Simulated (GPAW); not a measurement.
**Cl/Ag(100): work function by functional and basis**

How far do functional and basis move the work function of Cl/Ag(100)?

Main program and level: GPAW 26.7.0; GPAW, PAW setups; slab in vacuum, relaxation, in the first sound run; inputs show where later runs differ.

**1. Set-up**

The cell holds 5 atoms: 4 Ag and 1 Cl. Its edges and angles: a = 2.892 Å, b = 2.892 Å, c = 21.648 Å, α = 90.0°, β = 90.0°, γ = 90.0°. Vacuum lies along c.

Structure file:

```
Ag Cl
1.0
     2.89207    0.00000    0.00000
     0.00000    2.89207    0.00000
     0.00000    0.00000   21.64841
Ag Cl
4 1
Direct
  0.50000 0.50000 0.32335
  0.00000 0.00000 0.41781
  0.50000 0.50000 0.51228
  0.00000 0.00000 0.60674
  0.50000 0.50000 0.67665
```

**2. Relaxation**

Forces are removed first; all later runs use this geometry. The lowest 2 atoms are held at bulk positions and keep their forces.

run.py reads:

```python
import json
import numpy as np
from ase import Atoms
from ase.constraints import FixAtoms
from ase.optimize import BFGS
from gpaw import GPAW, PW

slab = Atoms(
    ['Ag', 'Ag', 'Ag', 'Ag', 'Cl'],
    positions=[
        [1.44603, 1.44603, 7.00000],
        [0.00000, 0.00000, 9.04500],
        [1.44603, 1.44603, 11.09000],
        [0.00000, 0.00000, 13.13500],
        [1.44603, 1.44603, 14.64841]],
    cell=[[2.89207, 0.0, 0.0], [0.0, 2.89207, 0.0], [0.0, 0.0, 21.64841]],
    pbc=[True, True, False])

slab.calc = GPAW(mode=PW(400), xc='PBE', kpts={'size': (11, 11, 1), 'gamma': True},
                 occupations={'name': 'fermi-dirac', 'width': 0.1}, nbands='160%',
                 convergence={'density': 1e-05}, maxiter=200,
                 poissonsolver={'dipolelayer': 'xy'},
                 symmetry={'tolerance': 1e-3, 'extra_ids': [1, 1, 0, 0, 0]}, txt='slab.txt')
result = {}
slab.set_constraint(FixAtoms([0, 1]))
path = []
opt = BFGS(slab, maxstep=0.2)
opt.attach(lambda: path.append((slab.get_potential_energy(), slab.positions.tolist(), slab.get_forces().tolist())))
result['relaxed'] = bool(opt.run(fmax=0.03, steps=40))
result['path'] = path
energy = slab.get_potential_energy()
fermi = slab.calc.get_fermi_level()
v = slab.calc.get_electrostatic_potential().mean((0, 1)) - fermi
n = slab.calc.get_pseudo_density().mean((0, 1))
L = slab.cell[2, 2]
z = np.arange(len(v)) * L / len(v)
low, high = slab.positions[:, 2].min(), slab.positions[:, 2].max()
below, above = np.interp([low - 4.8, high + 4.8], z, v)
slopes = [np.interp(x, z, np.gradient(v, z)) for x in (low - 4.8, high + 4.8)]
eps = np.array([[slab.calc.get_eigenvalues(k, s) for k in range(len(slab.calc.get_ibz_k_points()))]
                for s in range(slab.calc.get_number_of_spins())]) - fermi
top, bottom = eps[eps < 0].max(), eps[eps > 0].min()
dipole = slab.get_dipole_moment()[2]
print(f'energy {energy:.4f} eV, Fermi level {fermi:.4f} eV, dipole {dipole:.5f} e A')
print(f'potential 4.8 A off the faces, from the Fermi level: lower {below:.4f} eV, upper {above:.4f} eV')
print(f'slope of the potential there: lower {slopes[0]:.5f}, upper {slopes[1]:.5f} eV/A')
print(f'nearest levels on the mesh: {top:.4f} and {bottom:.4f} eV')
print('magnetic moment', round(slab.get_magnetic_moment(), 3))
result.update(energy=energy, fermi=fermi, dipole=dipole, below=below, above=above, slopes=slopes, edges=[top, bottom],
              z=z.tolist(), v=v.tolist(), n=n.tolist(), positions=slab.positions.tolist(),
              forces=slab.get_forces(apply_constraint=False).tolist(), moments=slab.get_magnetic_moments().tolist())
json.dump(result, open('result.json', 'w'))
```

The run is started by

```
> OMP_NUM_THREADS=1 OPENBLAS_NUM_THREADS=1 python run.py
```

Log:

```text
Step          Energy          fmax
BFGS:    0      -12.258892        1.817352
BFGS:    1      -12.328681        1.519553
BFGS:    2      -12.482197        0.508494
BFGS:    3      -12.495324        0.329514
BFGS:    4      -12.504718        0.435271
BFGS:    5      -12.513455        0.435855
BFGS:    6      -12.521312        0.340949
BFGS:    7      -12.526868        0.278252
BFGS:    8      -12.531180        0.355444
BFGS:    9      -12.535212        0.367200
BFGS:   10      -12.543028        0.343480
BFGS:   11      -12.556111        0.258476
BFGS:   12      -12.569333        0.205297
BFGS:   13      -12.574344        0.093737
BFGS:   14      -12.575174        0.022398
energy -12.5438 eV, Fermi level 0.7955 eV, dipole -0.10274 e A
potential 4.8 A off the faces, from the Fermi level: lower 4.2626 eV, upper 6.4848 eV
slope of the potential there: lower -0.00066, upper -0.00002 eV/A
nearest levels on the mesh: -0.0805 and 0.0255 eV
magnetic moment 0.0
```

Run time: 20 min. Hardware: 1 thread of Arm Neoverse V2, shared host; peak memory 0.25 GiB.

Relaxation path:

```
step  energy less that of the first step (eV)  largest force (eV/Å)
   1                                   0.0000                1.8174
   2                                  -0.0699                1.5196
   3                                  -0.2234                0.5085
   4                                  -0.2361                0.3295
   5                                  -0.2450                0.4353
   6                                  -0.2531                0.4359
   7                                  -0.2605                0.3409
   8                                  -0.2661                0.2783
   9                                  -0.2707                0.3554
  10                                  -0.2750                0.3672
  11                                  -0.2831                0.3435
  12                                  -0.2963                0.2585
  13                                  -0.3089                0.2053
  14                                  -0.3132                0.0937
  15                                  -0.3137                0.0224
```

The atoms that moved most (Å):

```
atom     dx     dy     dz  length
 Cl5  0.000  0.000  0.534   0.534
 Ag4  0.000  0.000  0.158   0.158
 Ag3  0.000  0.000  0.079   0.079
```

Final coordinates:

```xyz
5
Lattice="2.8921 0.0000 0.0000 0.0000 2.8921 0.0000 0.0000 0.0000 21.6484" Properties=species:S:1:pos:R:3
Ag    1.4460    1.4460    7.0000
Ag    0.0000    0.0000    9.0450
Ag    1.4460    1.4460   11.1689
Ag    0.0000    0.0000   13.2928
Cl    1.4460    1.4460   15.1825
```

Numbers from this step:

```yaml
dipole_along_the_normal: -0.1027 e·Å
levels_nearest_the_fermi_level_on_the_mesh: -0.08053, 0.02552 eV from the Fermi level
upper_work_function: 6.485 eV
lower_work_function: 4.263 eV
```

The electrostatic potential energy of an electron (without an applied field's), less the Fermi level, planar mean oscillates, so the rows of the table below give means over windows of 2.11 Å about each position, cut where the curve ends. Its maxima inside the range that stand out by 2 % of the span (Å: eV): 8.0: -0.741, 10.1: -0.242, 12.2: -0.0123, 14.3: -0.0300, 20.3: 6.48. Its minima: 7.0: -17.2, 9.1: -17.4, 11.1: -17.4, 13.3: -17.2, 15.2: -18.6.

Electrostatic potential energy of an electron (without an applied field's), less the Fermi level, planar mean against z; means over each step:

```
z (Å)  electrostatic potential energy of an electron (without an applied field's), less the Fermi level, planar mean (eV)
 1.05                                                                                                                4.36
 3.17                                                                                                                4.26
 5.28                                                                                                                2.93
 7.39                                                                                                               -7.92
 9.50                                                                                                               -7.83
11.61                                                                                                               -7.63
13.72                                                                                                               -7.78
15.83                                                                                                               -3.09
17.94                                                                                                                6.46
20.05                                                                                                                6.48
```

Pseudo valence density, planar mean against z:

```
z (Å)  pseudo valence density, planar mean (e/Å³)
 0.00                                           0
 0.65                                           0
 1.08                                           0
 1.73                                           0
 2.38                                      1.2e-5
 2.81                                      3.4e-5
 3.46                                      1.7e-4
 4.11                                      8.5e-4
 4.55                                     0.00252
 5.20                                      0.0134
 5.85                                      0.0824
 6.28                                       0.343
 6.93                                        2.18
 7.58                                       0.604
 8.01                                       0.266
 8.66                                        1.12
 9.31                                        1.58
 9.74                                       0.416
10.39                                       0.340
11.04                                        2.06
11.69                                       0.711
12.12                                       0.251
12.77                                       0.715
13.42                                        2.05
13.86                                       0.618
14.50                                       0.381
15.15                                       0.516
15.59                                       0.507
16.24                                      0.0958
16.89                                      0.0102
17.32                                     0.00231
17.97                                      2.6e-4
18.62                                      2.9e-5
19.05                                      6.2e-6
19.70                                      2.5e-6
20.35                                           0
20.78                                           0
21.43                                           0
```

The relaxation lowered the energy of the cell by 0.314 eV (energies extrapolated to zero smearing; the optimiser's log prints free energies). The largest force left on a free atom is 0.022 eV/Å.

**3. The slab's potential**

With the geometry fixed, the planar mean of the potential gives the vacuum level on each side.

This step: GPAW, PAW setups; slab in vacuum (GPAW 26.7.0).

Changes to run.py since step 2:

```diff
@@ -3,4 +3,2 @@
 from ase import Atoms
-from ase.constraints import FixAtoms
-from ase.optimize import BFGS
 from gpaw import GPAW, PW
@@ -12,5 +10,5 @@
         [0.00000, 0.00000, 9.04500],
-        [1.44603, 1.44603, 11.09000],
-        [0.00000, 0.00000, 13.13500],
-        [1.44603, 1.44603, 14.64841]],
+        [1.44603, 1.44603, 11.16892],
+        [-0.00000, -0.00000, 13.29279],
+        [1.44603, 1.44603, 15.18252]],
     cell=[[2.89207, 0.0, 0.0], [0.0, 2.89207, 0.0], [0.0, 0.0, 21.64841]],
@@ -22,10 +20,4 @@
                  poissonsolver={'dipolelayer': 'xy'},
-                 symmetry={'tolerance': 1e-3, 'extra_ids': [1, 1, 0, 0, 0]}, txt='slab.txt')
+                 symmetry={'tolerance': 1e-3}, txt='slab.txt')
 result = {}
-slab.set_constraint(FixAtoms([0, 1]))
-path = []
-opt = BFGS(slab, maxstep=0.2)
-opt.attach(lambda: path.append((slab.get_potential_energy(), slab.positions.tolist(), slab.get_forces().tolist())))
-result['relaxed'] = bool(opt.run(fmax=0.03, steps=40))
-result['path'] = path
 energy = slab.get_potential_energy()
```

Log:

```text
energy -12.5438 eV, Fermi level 0.7958 eV, dipole -0.10278 e A
potential 4.8 A off the faces, from the Fermi level: lower 4.2619 eV, upper 6.4849 eV
slope of the potential there: lower -0.00067, upper -0.00002 eV/A
nearest levels on the mesh: -0.0803 and 0.0258 eV
magnetic moment 0.0
```

Elapsed: 1.9 min, on 1 thread; peak memory 0.24 GiB.

This step gave:

- dipole along the normal: -0.1028 e·Å
- levels nearest the Fermi level on the mesh: -0.08025, 0.02581 eV from the Fermi level
- lower work function: 4.262 eV

The electrostatic potential energy of an electron (without an applied field's), less the Fermi level, planar mean oscillates, so the rows of the table below give means over windows of 2.11 Å about each position, cut where the curve ends. Its maxima inside the range that stand out by 2 % of the span (Å: eV): 8.0: -0.742, 10.1: -0.243, 12.2: -0.0125, 14.3: -0.0299, 20.5: 6.48. Its minima: 7.0: -17.2, 9.1: -17.4, 11.1: -17.4, 13.3: -17.2, 15.2: -18.6.

Table of electrostatic potential energy of an electron (without an applied field's), less the Fermi level, planar mean by z; means over each step:

(Unchanged from step 2.)

The pseudo valence density, planar mean oscillates, so the rows of the table below give means over windows of 2.06 Å about each position, cut where the curve ends. Its maxima inside the range that stand out by 2 % of the span (Å: e/Å³): 6.9: 2.18, 9.1: 2.21, 11.3: 2.15, 13.2: 2.15, 14.9: 0.569. Its minima: 8.0: 0.266, 10.2: 0.241, 12.1: 0.251, 14.3: 0.304.

Table of pseudo valence density, planar mean by z; means over each step:

```
z (Å)  pseudo valence density, planar mean (e/Å³)
 3.09                                      1.7e-4
 5.15                                      0.0423
 7.21                                       0.977
 9.27                                       0.979
11.33                                       0.977
13.39                                       0.988
15.45                                       0.382
17.51                                     0.00626
19.57                                      6.7e-6
```

Force by atom:

```
atom  x (eV/Å)  y (eV/Å)  z (eV/Å)    size
 Ag1    0.0000    0.0000   -0.0770  0.0770
 Ag2    0.0000    0.0000    0.0890  0.0890
 Ag3    0.0000    0.0000   -0.0020  0.0020
 Ag4    0.0000    0.0000   -0.0216  0.0216
 Cl5    0.0000    0.0000    0.0127  0.0127
```

The potential is flat to 6.7e-4 eV/Å where it is read, so the vacuum is wide enough.

**4. OptPBE vdW: xc = "optPBE-vdW"**

The same geometry under optPBE-vdW, to see how far the functional moves the levels against the vacuum (the van der Waals functionals take revPBE setups).

Changes to run.py since step 3:

```diff
@@ -16,3 +16,3 @@
 
-slab.calc = GPAW(mode=PW(400), xc='PBE', kpts={'size': (11, 11, 1), 'gamma': True},
+slab.calc = GPAW(mode=PW(400), xc='optPBE-vdW', kpts={'size': (11, 11, 1), 'gamma': True},
                  occupations={'name': 'fermi-dirac', 'width': 0.1}, nbands='160%',
```

Log:

```text
energy -77.1368 eV, Fermi level 0.7050 eV, dipole -0.10583 e A
potential 4.8 A off the faces, from the Fermi level: lower 4.4388 eV, upper 6.7279 eV
slope of the potential there: lower -0.00100, upper -0.00001 eV/A
nearest levels on the mesh: -0.0847 and 0.0211 eV
magnetic moment 0.0
```

It took 2.1 min on 1 thread; peak memory 0.34 GiB.

This step gave:

- dipole along the normal: -0.1058 e·Å
- levels nearest the Fermi level on the mesh: -0.08469, 0.02108 eV from the Fermi level
- upper work function: 6.728 eV
- lower work function: 4.439 eV

The electrostatic potential energy of an electron (without an applied field's), less the Fermi level, planar mean oscillates, so the rows of the table below give means over windows of 2.11 Å about each position, cut where the curve ends. Its maxima inside the range that stand out by 2 % of the span (Å: eV): 8.0: -0.873, 10.1: -0.369, 12.2: -0.128, 14.3: -0.0439, 20.3: 6.73. Its minima: 7.0: -17.2, 9.1: -17.4, 11.1: -17.4, 13.3: -17.2, 15.2: -18.5.

Electrostatic potential energy of an electron (without an applied field's), less the Fermi level, planar mean against z; means over each step:

```
z (Å)  electrostatic potential energy of an electron (without an applied field's), less the Fermi level, planar mean (eV)
 1.05                                                                                                                4.54
 3.17                                                                                                                4.43
 5.28                                                                                                                3.02
 7.39                                                                                                               -7.97
 9.50                                                                                                               -7.91
11.61                                                                                                               -7.70
13.72                                                                                                               -7.78
15.83                                                                                                               -2.94
17.94                                                                                                                6.70
20.05                                                                                                                6.73
```

The pseudo valence density, planar mean by z:

```
z (Å)  pseudo valence density, planar mean (e/Å³)
 0.00                                           0
 0.65                                           0
 1.08                                           0
 1.73                                      2.6e-6
 2.38                                      1.9e-5
 2.81                                      5.3e-5
 3.46                                      2.3e-4
 4.11                                     0.00104
 4.55                                     0.00284
 5.20                                      0.0139
 5.85                                      0.0819
 6.28                                       0.342
 6.93                                        2.18
 7.58                                       0.603
 8.01                                       0.264
 8.66                                        1.12
 9.31                                        1.59
 9.74                                       0.415
10.39                                       0.339
11.04                                        2.06
11.69                                       0.711
12.12                                       0.248
12.77                                       0.714
13.42                                        2.05
13.86                                       0.617
14.50                                       0.380
15.15                                       0.517
15.59                                       0.507
16.24                                      0.0959
16.89                                      0.0106
17.32                                     0.00255
17.97                                      3.3e-4
18.62                                      3.9e-5
19.05                                      8.7e-6
19.70                                      2.9e-6
20.35                                           0
20.78                                           0
21.43                                           0
```

Force by atom:

```
atom  x (eV/Å)  y (eV/Å)  z (eV/Å)   size
 Ag1     0.000     0.000    -0.346  0.346
 Ag2     0.000     0.000     0.141  0.141
 Ag3     0.000     0.000     0.004  0.004
 Ag4     0.000     0.000    -0.030  0.030
 Cl5     0.000     0.000     0.229  0.229
```

The upper face's work function is 6.728 eV, against 6.485 eV in the first plane-wave PBE run at this geometry.

(Continued in part 2 of 3.)

[Logs are printed without paths, hosts, clocks, repeated set-up lines and the standing remarks that a program may print on its own settings, such as how far it seeks lower states.]

[Hosts, paths, dates, database ids (printed as entryN), source tags and the programs' standing remarks are cut or masked in the printed files.]
